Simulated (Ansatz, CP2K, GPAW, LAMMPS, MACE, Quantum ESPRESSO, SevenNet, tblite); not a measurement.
**Codes compared on amorphous Ge (66 atoms)**

How near do other programs and methods come to a plane-wave reference for amorphous Ge (66 atoms)? A plane-wave run serves as the reference.

Method: Kohn-Sham DFT, PBE, SSSP efficiency 1.3.0 pseudopotentials, plane waves, in Quantum ESPRESSO 7.5.

**1. The starting structure**

The cell holds 66 atoms: 66 Ge. Its edges and angles: a = 11.531 Å, b = 11.531 Å, c = 11.531 Å, α = 90.0°, β = 90.0°, γ = 90.0°. 66 atoms (66 Ge) placed at random at 5.19 g/cm³, melted at 3500 K for 10 ps at fixed volume with the Tersoff potential (Tersoff, Phys. Rev. B 39, 5566 (1989)). Quenched from 3500 K to 300 K at 5 K/ps and fixed volume, held 5 ps, then minimised at fixed cell.

**2. Plane-wave reference**

The input, pw.in:

```
&control
  calculation = 'scf'
  pseudo_dir = './pseudo'
  outdir = './tmp'
  disk_io = 'none'
  tprnfor = .true.
  tstress = .true.
/
&system
  ibrav = 0
  nat = 66
  ntyp = 1
  ecutwfc = 45
  ecutrho = 360
  nosym = .true.
  occupations = 'smearing'
  smearing = 'fd'
  degauss = 0.003675
/
&electrons
  conv_thr = 3.3e-07
  electron_maxstep = 100
  mixing_beta = 0.2
  mixing_mode = 'local-TF'
  diagonalization = 'david'
/
ATOMIC_SPECIES
Ge 72.630 Ge.upf
CELL_PARAMETERS angstrom
11.53150 0.00000 0.00000
0.00000 11.53150 0.00000
0.00000 0.00000 11.53150
ATOMIC_POSITIONS crystal
Ge 0.77655 0.64714 0.95623
Ge 0.45976 0.05999 0.09833
Ge 0.32775 0.37773 0.78687
Ge 0.70793 0.98233 0.31808
Ge 0.99333 0.50017 0.76238
Ge 0.18331 0.77390 0.74010
Ge 0.45135 0.57073 0.81477
Ge 0.13307 0.51793 0.04240
Ge 0.60684 0.55751 0.14397
Ge 0.38297 0.00843 0.66484
Ge 0.49544 0.03238 0.31317
Ge 0.04242 0.30044 0.29747
[... 50 atom lines left out ...]
Ge 0.17155 0.95003 0.42683
Ge 0.32288 0.23559 0.11964
Ge 0.06517 0.08656 0.79992
Ge 0.80214 0.45797 0.07641
K_POINTS gamma
```

Run with:

```console
$ OMP_NUM_THREADS=1 mpirun -np 4 pw.x -in pw.in > output.txt
```

The log of the run:

```text
Program PWSCF
     gamma-point specific algorithms are used
     one sub-group per band group will be used
     scalapack distributed-memory algorithm (size of sub-group:  2*  2 procs)
     Parallelization info
     sticks:   dense  smooth     PW     G-vecs:    dense   smooth      PW
     Min        3403    1700    424               298425   105498   13158
     Max        3406    1704    426               298426   105500   13160
     Sum       13621    6809   1701              1193703   421997   52635
     bravais-lattice index     =            0
     lattice parameter (alat)  =      21.7914  a.u.
     unit-cell volume          =   10347.9426 (a.u.)^3
     number of atoms/cell      =           66
     number of atomic types    =            1
     number of electrons       =       924.00
[... lines left out ...]
     scf convergence threshold =      3.3E-07
[... lines left out ...]
     number of k points=     1  Fermi-Dirac smearing, width (Ry)=  0.0037
[... lines left out ...]
     total energy              =  -14099.90436704 Ry
[... lines left out ...]
     total energy              =  -14099.69874562 Ry
[... lines left out ...]
     total energy              =  -14099.75716070 Ry
[... lines left out ...]
     total energy              =  -14099.75981475 Ry
[... lines left out ...]
     total energy              =  -14099.75981600 Ry
[... lines left out ...]
          k = 0.0000 0.0000 0.0000 ( 26318 PWs)   bands (ev):
   -16.8913 -16.8906 -16.8775 -16.8669 -16.8627 -16.8615 -16.8529 -16.8398
   -16.8371 -16.8311 -16.8270 -16.8252 -16.8201 -16.8148 -16.8122 -16.8064
   -16.8029 -16.7967 -16.7944 -16.7923 -16.7808 -16.7764 -16.7737 -16.7711
[...]
12.6122  12.6266  12.6916  12.7546  12.8287  12.9229  12.9388  13.0324
    13.0754  13.1231  13.1570  13.2066  13.2513  13.2876  13.3539  13.3765
    13.4728  13.5006
     the Fermi energy is     7.8337 ev
!    total energy              =  -14099.75981812 Ry
     estimated scf accuracy    <       0.00000011 Ry
     smearing contrib. (-TS)   =      -0.01607767 Ry
     internal energy E=F+TS    =  -14099.74374044 Ry
     The total energy is F=E-TS. E is the sum of the following terms:
     one-electron contribution =   -9513.85644535 Ry
     hartree contribution      =    5603.59312171 Ry
     xc contribution           =   -3847.50747899 Ry
     ewald contribution        =   -6341.97293781 Ry
     convergence has been achieved in  11 iterations
     Forces acting on atoms (cartesian axes, Ry/au):
     atom    1 type  1   force =     0.00632023    0.00098944    0.00559598
     atom    2 type  1   force =    -0.00987168    0.00396477    0.01361410
     atom    3 type  1   force =     0.00494977   -0.00673726    0.00345292
[...]
atom   65 type  1   force =     0.00958335   -0.00123347   -0.00693750
     atom   66 type  1   force =     0.00349379   -0.00729113   -0.00539922
     Total force =     0.126180     Total SCF correction =     0.001974
     Computing stress (Cartesian axis) and pressure
          total   stress  (Ry/bohr**3)                   (kbar)     P=       27.90
   0.00024337   0.00001836   0.00001676           35.80        2.70        2.47
   0.00001836   0.00024405   0.00007261            2.70       35.90       10.68
   0.00001676   0.00007261   0.00008151            2.47       10.68       11.99
     Message from routine punch:
     Nothing written, as per user request (disk_io='none')
```

Run time: 6 min. Hardware: 4 MPI ranks of Intel Xeon Platinum 8259CL at 2.50GHz (Skylake/Cascade Lake), shared host; peak memory 4.7 GiB.

Banners, paths, timers and routine set-up lines are dropped from the logs unmarked, and long logs keep their key lines alone; longer cuts are marked.

Numbers from this run:

```
r.m.s. force component : 0.2306 eV/Å
longest force          : 0.7477 eV/Å
pressure               : 2.79 GPa
```

**3. Structure statistics**

Pair distribution function in bins of 0.1 Å:

```tsv
r (Å)	total
2.25	0.00
2.35	0.10
2.45	6.33
2.55	4.33
2.65	0.89
2.75	0.45
2.85	0.14
2.95	0.00
3.05	0.06
3.15	0.12
3.25	0.21
3.35	0.25
3.45	0.09
3.55	0.40
3.65	0.96
3.75	1.56
3.85	1.93
3.95	1.72
4.05	2.55
4.15	1.66
4.25	1.71
4.35	1.45
4.45	0.93
4.55	1.06
4.65	0.80
4.75	0.80
4.85	0.76
4.95	0.89
5.05	0.79
5.15	0.59
5.25	0.85
5.35	0.65
5.45	0.68
5.55	0.86
5.65	0.76
5.75	0.81
```

Bonds by pair of elements; cutoffs follow the first minimum of g(r), held within bounds set by covalent radii, and pairs that aren't listed don't count as bonded (cutoffs were set anew for this text, so counts can differ from the run's own analysis):

```tsv
pair A-B	cutoff (Å)	bonds	mean length (Å)	spread (Å)	shortest (Å)	B about A	A about B
Ge-Ge	2.98	138	2.52	0.087	2.39	4.18	4.18
```

How many atoms have how many bonded neighbours:

```tsv
element	mean	4	5
Ge	4.18	54	12
```

Rings of the network by King's shortest-path rule, up to 12 atoms, one path for each pair of neighbours; H, halogens, alkali and alkaline-earth atoms are left out, and the last column divides by all other atoms, bonded or not:

```tsv
ring size (atoms)	rings	per network atom
3	3	0.045
4	3	0.045
5	38	0.576
6	74	1.12
7	25	0.379
8	3	0.045
```

**4. The ladder**

The programs:
- CP2K 2026.2: Gaussian basis with GTH pseudopotentials and a plane-wave density; labels give functional, basis (MOLOPT sets; SR short-range, UZH the newer set with its own potentials), grid cutoff/relative cutoff and solver (OT: orbital transformation; TRS4, TC2, SIGN: linear-scaling purification with its sparsity filter), or its built-in tight binding.
- GPAW 26.7.0: PAW with atomic orbitals (LCAO), plane waves or a real-space grid of spacing h.
- MACE: machine-learned potential, published weights.
- Quantum ESPRESSO 7.5: plane waves; labels (QE) give functional, pseudopotential set and cutoffs of waves/density.
- SevenNet: machine-learned potential, published weights.
- tblite 0.8.0: extended tight binding, driven from Python.

All use the same cell and atoms; the electronic-structure runs use the same k-mesh, and an electronic temperature of 580 K (0.05 eV) where levels are smeared.

Differences are against the plane-wave reference, forces as r.m.s. over components; share is that over the reference's r.m.s. force, slope the least-squares factor from reference forces to these. Total energies of different programs have different zeros and aren't compared.

```tsv
run	Δ force, r.m.s. (meV/Å)	share (%)	slope	Δ pressure (GPa)	cores	CPU time	memory (GiB)
reference	-	-	-	-	4	24 min	4.7
CP2K PBE, DZVP-MOLOPT (SR for Ge), 350/50 Ry, diagonalisation	24.3	10.6	1.013	1.07	2	3.6 min	2.2
CP2K PBE, DZVP-UZH, 122/50 Ry, diagonalisation (coarse)	28.1	12.2	1.018	0.834	2	3 min	0.81
CP2K PBE, DZVP-UZH, 350/20 Ry, diagonalisation (coarse)	31.0	13.4	1.022	0.916	2	3.5 min	2.2
CP2K PBE, DZVP-UZH, 350/50 Ry, diagonalisation	28.2	12.2	1.018	0.834	2	5.2 min	2.2
CP2K PBE, DZVP-UZH, 489/50 Ry, diagonalisation	28.2	12.2	1.018	0.834	4	8.3 min	5.0
CP2K PBE, TZV2P-UZH, 350/50 Ry, diagonalisation	12.5	5.43	1.022	0.672	4	18 min	5.0
CP2K TPSS, PBE potentials, DZVP-UZH, 350/50 Ry, diagonalisation	38.9	16.9	1.044	1.06	4	14 min	3.8
GPAW PBE, LCAO dzp, h 0.2 Å	45.2	19.6	1.098	-	1	5.6 min	1.3
GPAW PBE, LCAO dzp, h 0.2 Å, other mixer settings	44.5	19.3	1.097	-	1	7.1 min	1.3
GPAW PBE, LCAO sz(dzp), h 0.2 Å (coarse)	144	62.3	1.317	-	1	94 s	1.0
GPAW PBE, LCAO szp(dzp), h 0.2 Å (coarse)	116	50.3	1.253	-	1	4.2 min	1.3
MACE MP-0b3 medium potential	174	75.5	0.409	-1.54	1	14 s	0.8
MACE MPA-0 medium potential	166	71.9	0.504	-0.662	1	12 s	0.81
QE PBE+D3(BJ), sssp-1.3.0-efficiency, 45/360 Ry	8.60	3.73	0.993	-1.97	4	23 min	4.7
SevenNet 0 potential	184	79.9	0.380	-0.967	1	14 s	0.7
tblite GFN1-xTB	122	53.0	0.663	1.15	1	19 s	0.14
```

Rows marked coarse were listed beforehand as settings not expected to be converged; some can still land near the reference.

Times of the machine-learned potentials are mostly Python's start and the loading of weights.

CPU time is summed over cores on a shared host, where runs went side by side, so it is rough. Symmetry, cutoffs, thresholds, outputs and thread counts weren't matched or tuned between programs; memory under MPI is the largest rank's times the ranks.

Runs without a result: CP2K GFN1-xTB, diagonalisation (not converged).

Within one program, basis, potentials and functional, energies share a zero. Each run against its twin at the usual cutoff or grid and solver:

```tsv
run	twin	Δ energy (meV/atom)	Δ force, r.m.s. (meV/Å)	CPU time over the twin's
CP2K PBE, DZVP-UZH, 122/50 Ry, diagonalisation	DZVP-UZH, 350/50 Ry, diagonalisation	0.0051	0.751	0.58
CP2K PBE, DZVP-UZH, 350/20 Ry, diagonalisation	DZVP-UZH, 350/50 Ry, diagonalisation	-2.08	12.2	0.67
CP2K PBE, DZVP-UZH, 489/50 Ry, diagonalisation	DZVP-UZH, 350/50 Ry, diagonalisation	1.0e-4	0.002	1.6 (this twin ran on 2 cores)
GPAW PBE, LCAO dzp, h 0.2 Å, other mixer settings	LCAO dzp, h 0.2 Å	1.0e-4	2.01	1.3
```

**5. What came out**

* reference r.m.s. force component: 0.231 eV/Å
* nearest in forces: QE PBE+D3(BJ), sssp-1.3.0-efficiency, 45/360 Ry, 3.7 %
* farthest in forces: SevenNet 0 potential, 80 %
* cheapest electronic-structure run beside the reference: tblite GFN1-xTB, 19 s of CPU time

What this shows: The PBE runs in local orbitals, coarse settings apart, differ by 5.4 % (CP2K PBE, TZV2P-UZH, 350/50 Ry, diagonalisation) to 20 % (GPAW PBE, LCAO dzp, h 0.2 Å); basis, grid and potentials can all enter. Tight binding differs by 53 % (tblite GFN1-xTB); it is another model, with fitted parameters of its own, and the xTB methods hold dispersion. Machine-learned potentials differ by 72 % (MACE MPA-0 medium potential) to 80 % (SevenNet 0 potential); they were trained on other programs' data. Among those trained on PBE data the slope goes as low as 0.38, with a correlation of 0.60, so directions differ as well as sizes. In the reference's own program, potentials and cutoffs, a change of model alone moves forces by 3.7 % (QE PBE+D3(BJ), sssp-1.3.0-efficiency, 45/360 Ry). Other rows with another functional or a dispersion term differ by 17 % (CP2K TPSS, PBE potentials, DZVP-UZH, 350/50 Ry, diagonalisation), which mixes the change of model with differences of basis and potentials, some of them made for another functional. Runs with settings chosen to be coarse differ by 12 % (CP2K PBE, DZVP-UZH, 122/50 Ry, diagonalisation) to 62 % (GPAW PBE, LCAO sz(dzp), h 0.2 Å), their programs' other errors included. Of the electronic-structure runs that take under half the reference's CPU time, CP2K PBE, DZVP-MOLOPT (SR for Ge), 350/50 Ry, diagonalisation comes nearest, at 11 % in 3.6 min against 24 min. In the reference: levels near the Fermi energy are neither full nor empty under the smearing, so no gap is quoted. In the reference: the first peak of g(r) lies near 2.5 Å. Periodic xTB results under one method name differ between programs and library versions. The potentials hold different valence shells: 924 electrons in the reference, 264 in GPAW and 264 in CP2K with DZVP-MOLOPT; this bears on time and differences. GPAW's setups keep the filled d shell of Ge in the core. The reference's pressure holds the uncorrected Pulay stress of its 45 Ry basis, so small pressure differences, and their order, may be the reference's own error. Machine-learned potentials mimic data converged in k, so the reference's own k-point error enters their differences. The quench rate of 5 K/ps is many orders above laboratory rates, so the cell is likely richer in defects and strain than a real sample. The network of bonds at the start is that of the classical potential that made the cell, and needn't be the one that DFT or experiment would give. The reference's pressure of 2.8 GPa belongs to a cell and atoms that aren't relaxed at this level. The electronic-structure runs sample only Γ, in a cell whose shortest periodic width is 12 Å, which is coarse for a cell with partly filled levels.

[Also dropped from logs without a mark: logging warnings of Python, and SIESTA's first energy breakdown and zero terms.]

[Logs are printed without paths, hosts, clocks, repeated set-up lines and the standing remarks that a program may print on its own settings, such as how far it seeks lower states.]

[Hosts, paths, dates, database ids (printed as entryN), source tags and the programs' standing remarks are cut or masked in the printed files.]
